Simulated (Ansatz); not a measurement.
# Tunnelling across a broken Cu chain: predicting one gap

Set-up. Ansatz 0.2.0, plane waves with PAW datasets at the program's default cutoffs, Fermi-Dirac smearing of 0.05 eV, chains in boxes 7.5 Å wide or more, moments seeded when the perfect chain is relaxed. PBE, no spin-orbit coupling; one bond is opened by s Å beyond its relaxed length, the other atoms of a straight cell of 12 kept, without spin, and the conductance taken at 300 K.

| run | G (G₀) | largest error term (%) | s | ln G |
| --- | --- | --- | --- | --- |
| +1.8 Å | 0.2831 | 3 | 1.8 | −1.262 |
| +2.5 Å | 0.08126 | 1 | 2.5 | −2.51 |
| +3.3 Å | 0.01617 | 1 | 3.3 | −4.125 |

One run is withheld: run = +4.2 Å, with s = 4.2. Fit a straight line ln G = a + b × s to the 3 rows shown and predict it.

**Fit.** The means are 2.533 for s and −2.632 for ln G. The sum of products of deviations is −2.153 and the sum of squares in s is 1.127, so b = −2.153 / 1.127 = −1.911 and a = −2.632 − (−1.911) × 2.533 = 2.209. The residuals' standard deviation, with 1 degree of freedom, is σ = 0.072.

**Prediction.** ln G = 2.209 + (−1.911) × 4.2 = −5.817, that is 0.00298 G₀. The run gave 0.00241 G₀ (ln G = −6.03), so the prediction less the run is +0.21. The standard error of a prediction there, σ√(1 + 1/3 + (4.2 − 2.533)²/1.127), is 0.14, and the miss is 1.5 times that, for a point outside the fitted range. With so few rows σ is itself uncertain.

Caveats: Between neighbouring runs the slope of ln G lies between −2.12 and −1.78 per Å, so one exponential is an approximation; it is flattest at the narrowest gap, nearest to contact. Error terms (up to 3 %, withheld run included) bound how much a small miss can mean. Broken ends may want a moment where none was allowed. No image potential, spin-orbit coupling or relaxation; a bent or dimerised chain may be lower in energy. Series of this kind are told only where this holds: one magnetic state in all runs, error terms under 60 %, and the runs' own leads conduct as the perfect chain does. 36 of 42 did.
